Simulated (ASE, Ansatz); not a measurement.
# 1T-ZrS2 zigzag nanoribbon, bare edges, Se on S sites (64 atoms): support functions against a reference, part 2 of 2

Wanted: errors and times of a linear-scaling basis for 1T-ZrS2 zigzag nanoribbon, bare edges, Se on S sites (64 atoms). A setting counts as converged where the r.m.s. difference of forces stays under 1 % of the r.m.s. force.

Ansatz 0.2.0; Kohn-Sham DFT, PBE, PAW (set soft_2, large core), plane waves.

The cell: 24 Zr, 35 S and 5 Se. Beside vacuum, support functions can miss their usual error bounds without a warning. The main run has no spin polarisation. Only the Γ point is sampled, in a cell whose periodic width is 29 Å.

So far: The structure; Plane-wave single point.

## Step 3: Local order

These statistics describe the geometry on which the runs were made.

Normalised to the volume that the atoms fill. g(r), total and by pair (bins of 0.2 Å):

| r (Å) | total | S-S | S-Zr | S-Se | Zr-Zr | Zr-Se | Se-Se |
| --- | --- | --- | --- | --- | --- | --- | --- |
| 2.40 | 0.04 | 0.00 | 0.11 | 0.00 | 0.00 | 0.00 | 0.00 |
| 2.60 | 4.52 | 0.00 | 9.63 | 0.00 | 0.00 | 9.82 | 0.00 |
| 2.80 | 0.00 | 0.00 | 0.00 | 0.00 | 0.00 | 0.00 | 0.00 |
| 3.00 | 0.00 | 0.00 | 0.00 | 0.00 | 0.00 | 0.00 | 0.00 |
| 3.20 | 0.00 | 0.00 | 0.00 | 0.00 | 0.00 | 0.00 | 0.00 |
| 3.40 | 0.00 | 0.00 | 0.00 | 0.00 | 0.00 | 0.00 | 0.00 |
| 3.60 | 3.69 | 6.64 | 0.00 | 6.94 | 7.75 | 0.00 | 3.35 |
| 3.80 | 0.19 | 0.45 | 0.00 | 0.23 | 0.28 | 0.00 | 0.00 |
| 4.00 | 0.00 | 0.00 | 0.00 | 0.00 | 0.00 | 0.00 | 0.00 |
| 4.20 | 0.00 | 0.00 | 0.00 | 0.00 | 0.00 | 0.00 | 0.00 |
| 4.40 | 1.07 | 0.00 | 2.27 | 0.00 | 0.00 | 2.31 | 0.00 |
| 4.60 | 0.12 | 0.00 | 0.26 | 0.00 | 0.00 | 0.22 | 0.00 |
| 4.80 | 0.00 | 0.00 | 0.00 | 0.00 | 0.00 | 0.00 | 0.00 |
| 5.00 | 0.03 | 0.07 | 0.00 | 0.12 | 0.00 | 0.00 | 0.00 |
| 5.20 | 0.37 | 0.95 | 0.00 | 1.07 | 0.00 | 0.00 | 0.00 |
| 5.40 | 0.00 | 0.00 | 0.00 | 0.00 | 0.00 | 0.00 | 0.00 |
| 5.60 | 0.01 | 0.00 | 0.02 | 0.00 | 0.00 | 0.00 | 0.00 |
| 5.80 | 1.28 | 0.00 | 2.73 | 0.00 | 0.00 | 2.76 | 0.00 |
| 6.00 | 0.00 | 0.00 | 0.00 | 0.00 | 0.00 | 0.00 | 0.00 |
| 6.20 | 0.25 | 0.46 | 0.00 | 0.72 | 0.29 | 0.00 | 2.23 |
| 6.40 | 0.82 | 1.61 | 0.00 | 1.33 | 1.61 | 0.00 | 0.00 |
| 6.60 | 0.00 | 0.00 | 0.00 | 0.00 | 0.00 | 0.00 | 0.00 |
| 6.80 | 0.00 | 0.00 | 0.00 | 0.00 | 0.00 | 0.00 | 0.00 |
| 7.00 | 0.00 | 0.00 | 0.00 | 0.00 | 0.00 | 0.00 | 0.00 |
| 7.20 | 0.14 | 0.17 | 0.00 | 0.30 | 0.43 | 0.00 | 0.00 |
| 7.40 | 0.34 | 0.54 | 0.00 | 0.53 | 0.99 | 0.00 | 0.00 |
| 7.60 | 0.00 | 0.00 | 0.01 | 0.00 | 0.00 | 0.00 | 0.00 |
| 7.80 | 0.50 | 0.00 | 1.06 | 0.00 | 0.00 | 1.07 | 0.00 |

Bonds by pair of elements; cutoffs follow the first minimum of g(r), held within bounds set by covalent radii, and pairs that aren't listed don't count as bonded:

| pair A-B | cutoff (Å) | bonds | mean length (Å) | spread (Å) | shortest (Å) | B about A | A about B |
| --- | --- | --- | --- | --- | --- | --- | --- |
| S-Zr | 3.28 | 98 | 2.57 | 0.026 | 2.47 | 2.8 | 4.08 |
| Zr-Se | 3.45 | 14 | 2.56 | 0.028 | 2.51 | 0.583 | 2.8 |

How many atoms have how many bonded neighbours:

| element | mean | 2 | 3 | 5 | 6 |
| --- | --- | --- | --- | --- | --- |
| S | 2.8 | 7 | 28 | 0 | 0 |
| Se | 2.8 | 1 | 4 | 0 | 0 |
| Zr | 4.67 | 0 | 8 | 8 | 8 |

Bond angles, per cent of each kind in bins of 5°:

| angle (°) | S-Zr-S | Zr-S-Zr | S-Zr-Se | Zr-Se-Zr |
| --- | --- | --- | --- | --- |
| 85–90 | 40.9 | 17.6 | 42.3 | 15.4 |
| 90–95 | 41.5 | 82.4 | 38.5 | 84.6 |
| 95–100 | 0.0 | 0.0 | 0.0 | 0.0 |
| 100–105 | 0.0 | 0.0 | 0.0 | 0.0 |
| 105–110 | 0.0 | 0.0 | 0.0 | 0.0 |
| 110–115 | 0.0 | 0.0 | 0.0 | 0.0 |
| 115–120 | 0.0 | 0.0 | 0.0 | 0.0 |
| 120–125 | 0.0 | 0.0 | 0.0 | 0.0 |
| 125–130 | 0.0 | 0.0 | 0.0 | 0.0 |
| 130–135 | 0.0 | 0.0 | 0.0 | 0.0 |
| 135–140 | 0.0 | 0.0 | 0.0 | 0.0 |
| 140–145 | 0.0 | 0.0 | 0.0 | 0.0 |
| 145–150 | 0.0 | 0.0 | 0.0 | 0.0 |
| 150–155 | 0.0 | 0.0 | 0.0 | 0.0 |
| 155–160 | 0.0 | 0.0 | 0.0 | 0.0 |
| 160–165 | 0.0 | 0.0 | 0.0 | 0.0 |
| 165–170 | 0.0 | 0.0 | 0.0 | 0.0 |
| 170–175 | 0.0 | 0.0 | 0.0 | 0.0 |
| 175–180 | 17.5 | 0.0 | 19.2 | 0.0 |

Bond angles (no mean is given where the spread exceeds 20°):

| angle | count | mean (°) | spread (°) |
| --- | --- | --- | --- |
| S-Zr-S | 171 | - | - |
| Zr-S-Zr | 91 | 90.7 | 0.8 |
| S-Zr-Se | 52 | - | - |
| Zr-Se-Zr | 13 | 91.1 | 1.1 |
| Se-Zr-Se | 1 | 91.4 | 0 |

Bond length by coordination (bonds to H left out):

| element | coordination | atoms | mean bond length (Å) |
| --- | --- | --- | --- |
| S | 2 | 7 | 2.57 |
| S | 3 | 28 | 2.57 |
| Se | 2 | 1 | 2.58 |
| Se | 3 | 4 | 2.55 |
| Zr | 3 | 8 | 2.56 |
| Zr | 5 | 8 | 2.57 |
| Zr | 6 | 8 | 2.57 |

For some of the pairs, g(r) has its first main peak near 3.65 Å (S-S), 2.57 Å (S-Zr), 3.63 Å (S-Se), 3.66 Å (Zr-Zr) and 2.56 Å (Zr-Se). By these cutoffs 80 % of S atoms have 3 and 80 % of Se atoms have 3 bonded neighbours.

A closer look about S24, which has 2 bonded neighbours where the commonest count for S is 3: 15 atoms, nearest first, numbered in the order of the input, with positions taken from that point.

| atom | x | y | z | distance (Å) | bonds | Löwdin charge (e) | Fx | Fy | Fz (eV/Å) |
| --- | --- | --- | --- | --- | --- | --- | --- | --- | --- |
| S24 | 0.00 | 0.00 | 0.00 | 0.00 | 2 | -0.38 | -0.47 | -0.20 | 1.35 |
| Zr31 | 1.75 | -1.01 | 1.43 | 2.47 | 5 | 0.80 | 1.01 | 0.20 | -2.58 |
| Zr23 | -1.85 | -1.03 | 1.51 | 2.60 | 5 | 0.83 | -1.28 | 0.25 | -3.26 |
| S32 | 3.57 | 0.08 | 0.00 | 3.58 | 2 | -0.43 | 0.26 | -0.58 | 1.66 |
| S30 | 1.77 | -3.11 | 0.00 | 3.58 | 3 | -0.27 | 0.09 | 0.16 | 0.11 |
| Se21 | -0.06 | -2.09 | 2.96 | 3.62 | 3 | -0.32 | 0.27 | 0.21 | 2.42 |
| S22 | -1.89 | -3.13 | 0.00 | 3.66 | 3 | -0.28 | 0.04 | 0.44 | 0.36 |
| S16 | -3.68 | 0.05 | 0.01 | 3.68 | 2 | -0.44 | -0.03 | -0.57 | 1.68 |
| Zr20 | -0.04 | -4.16 | 1.47 | 4.41 | 6 | 0.69 | -1.03 | -0.17 | -1.71 |
| S29 | 3.54 | -2.08 | 2.93 | 5.05 | 3 | -0.44 | 0.37 | 0.11 | 0.26 |
| S13 | -3.74 | -2.07 | 2.93 | 5.18 | 3 | -0.42 | 0.21 | 0.22 | 0.49 |
| Zr39 | 5.42 | -1.03 | 1.47 | 5.71 | 5 | 0.87 | -0.12 | -0.25 | -2.27 |
| Zr28 | 3.64 | -4.20 | 1.45 | 5.74 | 6 | 0.72 | 0.52 | 0.75 | -0.68 |
| Zr12 | -3.73 | -4.19 | 1.46 | 5.80 | 6 | 0.70 | 0.22 | 1.30 | 0.78 |
| Zr15 | -5.55 | -1.05 | 1.46 | 5.83 | 5 | 0.84 | 0.19 | 0.11 | -2.28 |

The column of bonds counts only the pairs S-Zr within 3.28 Å, Zr-Se within 3.45 Å; other neighbours, such as metal atoms beside each other in a compound, aren't counted, and periodic images can show an atom twice.

## Step 4: Support functions medium

With localised support functions most steps grow linearly with size, though the diagonalisation grows faster unless the density matrix is cut; this run measures error and cost at this size.

This step: Kohn-Sham DFT, PBE, PAW (set soft_2, large core), localised support functions (medium) (Ansatz 0.2.0).

Input file input.yaml:

```yaml
crystal:
  lattice:
    - [29.28, 0.0, 0.0]
    - [0.0, 17.39586, 0.0]
    - [0.0, 0.0, 12.92]
  atoms:
    [... the 64 atom lines of step 2 ...]
kpoints:
  mp_grid: { grid: [1, 1, 1] }
hamiltonian:
  xc: pbe
  pseudopotentials: { kind: paw, core: large }
scf:
  occupations: { method: gaussian, width: 0.025 }
  eigensolver: { kind: { support_functions: { accuracy: medium } } }
  mixing: { beta: 0.2 }
  max_iter: 150
output:
  forces: true
  eigenvalues: true
```

Run with:

```
$ ansatz run input.yaml --threads 8 --pin off --max-ram 15872MiB --backend cpu --events-out ev --progress --plain --runs-dir out
```

Numbers of over 12 decimals in the logs are rounded to 6 here.

Output:

```text
Warning: scf.eigensolver.kind.support_functions: disabling space-group detection — the functions' gradient is summed over unrotated k-points, so no spatial operation reduces the k-mesh or symmetrises the density; time reversal is kept, so that k and −k are solved as one point where they differ and the mesh holds both, and exact exchange and, on two spinor components, a DFT+U term hold to it where the run has them: [...]
settings of this run that can trade accuracy for cost: scf.eigensolver.kind.support_functions [...]
[...]
Crystal: 64 atoms, lattice volume = 6580.812 Å³
Basis set: ecut = 420 eV, 128509 PW (Γ), exchange–correlation on 400×240×180 points (8 copies of the dense FFT grid, shifted against one another)
Bands: 317, of which v1, the nominal top of the filled ones, is band 264 counted from 1 (263 counted from 0)
Symmetry: 1 space group operations
k-points: 1
[...]
SCF iter   1: F=—  HF=-144944.418444 eV  |F-HF|=—  |Δ(HF+E_count)|=         —  Δρ=2.33e-2  dr2=1.87e2  ethr=1.00e-1
[...]
SCF iter  29: F=-144938.348401 eV  HF=-144938.348333 eV  |F-HF|=6.76e-5  |Δ(HF+E_count)|=   1.00e-4  Δρ=2.94e-6  dr2=1.19e-6  ethr=5.84e-10
SCF 1 converged in 29 iterations: F = -144938.349933 eV  dr2 = 1.19e-6
[...]
SCF converged after 29 iterations
Stability not checked: this state was not tested for a lower state beside it, because the mixer in use, unlike msr1, does not test its closes by its own steps (another_mixer; see scf.mixing.algorithm and scf.lower_state_search)
Free energy (F): -144938.349933 eV
[...]
Internal energy: -144938.312671 eV  (E = F + TS)
E sigma→0 (E₀):  -144938.331302 eV
Entropy (-TS):   -0.037262 eV (-0.582 meV/atom)
Fermi energy:    -1.387036 eV
[...]
--- Forces (eV/Å), atoms counted from 1 ---
  atom   1  Zr     0.16614733     2.03841425    -0.08826611
  atom   2  S     -0.13584712    -1.18686313     0.12751562
  atom   3  S     -0.00946657    -0.86064132     0.50034238
  atom   4  Zr    -0.19790929     0.15441706    -0.18365262
  atom   5  S     -0.05902340    -0.01784189     0.36735826
  atom   6  S      0.10210714     0.23463959     0.42032894
  atom   7  Zr     0.17339474    -0.35782512    -2.21397971
  atom   8  S     -0.21297351    -0.34450466     1.42757619
  atom   9  Zr    -0.83991200     1.73862163     0.67912463
  atom  10  S     -0.09973859    -1.43056536    -0.01993098
  atom  11  Se     0.02363586    -1.21958510    -1.98102194
  atom  12  Zr     0.21842349     1.30100217     0.77762258
  atom  13  S      0.21013739     0.22428245     0.49029713
  atom  14  S      0.04247774     0.46067074    -0.09502441
[...]
atom  63  Zr    -0.39173815    -0.17014006    -2.21354050
  atom  64  S      0.11557680    -0.30641608     1.40025603
  max |Σ_I F_I| component: 3.94e-4 eV/Å
--- Band table (eV) ---
[...]
```

Wall time 4.3 min (8 threads of Arm Neoverse V2, shared host); peak memory 7.1 GiB.

The program notes that the band table was not solved further than the SCF left it and it switched symmetry off. Further notices: vacuum switching off with vacuum.

Keys that differ from the reference: support_functions.accuracy = "medium", scf.max_iter = 150 and scf.mixing.beta = 0.2.

Forces differ from the reference by 0.34 meV/Å r.m.s., 0.038 % of their size, well within a tolerance of 1 %; the energy by -0.32 meV/atom. It took 4.3 min and 29 cycles; the reference's time can't be set against it, since the two runs asked for unlike analyses.

## Step 5: All settings compared

Each row is set against the plane-wave reference (Kohn-Sham DFT, PBE, PAW (set soft_2, large core), plane waves; r.m.s. force component 0.888 eV/Å). Energies are set beside the reference only for runs with its functional, potentials and electron count. Times are for 8 threads of Arm Neoverse V2, shared host. The reference's time includes the DOS and grids, which some other runs skip.

| run | Δ force, r.m.s. (meV/Å) | share of r.m.s. force (%) | Δ energy (meV/atom) | cycles | time | host memory (GiB) |
| --- | --- | --- | --- | --- | --- | --- |
| reference | - | - | - | 26 | 70 s | 6.4 |
| support functions medium | 0.335 | 0.0377 | -0.315 | 29 | 4.3 min | 7.1 |

## Step 6: Results

```yaml
free_energy_per_atom: -2264.6614 eV/atom
r_m_s_force_component: 0.8881 eV/Å
wall_time_of_the_2_dft_runs: 5.5 min
```

What this shows: Against plane waves at 420 eV, the forces differ by 0.34 meV/Å (0.038 %) with support functions medium. At 64 atoms the run with support functions medium takes roughly 3.7 times the time of plane waves (whose run also made extra analyses, so the like-for-like ratio is larger), in 29 SCF cycles against 26. Differences between support functions and plane waves include what basis error the plane-wave run still has.

3 levels are partly filled, by over 2 % (at Γ alone): no clear gap opens at this level. Levels of broken or missing bonds inside a gap of the host would look the same. Forces differ by site in this geometry: S atoms with 2 neighbours bear 1.6 eV/Å on average, against 0.75 eV/Å for those with 3. With the cutoffs above, 80 % of S atoms have 3 and 80 % of Se atoms have 3 bonded neighbours.

What to keep in mind: The geometry was built by rule, was displaced at random and isn't relaxed at this level: its force components are 0.89 eV/Å r.m.s.

[Logs are printed without paths, hosts, clocks, repeated set-up lines and the standing remarks that a program may print on its own settings, such as how far it seeks lower states.]

[Hosts, paths, dates, database ids (printed as entryN), source tags and the programs' standing remarks are cut or masked in the printed files.]
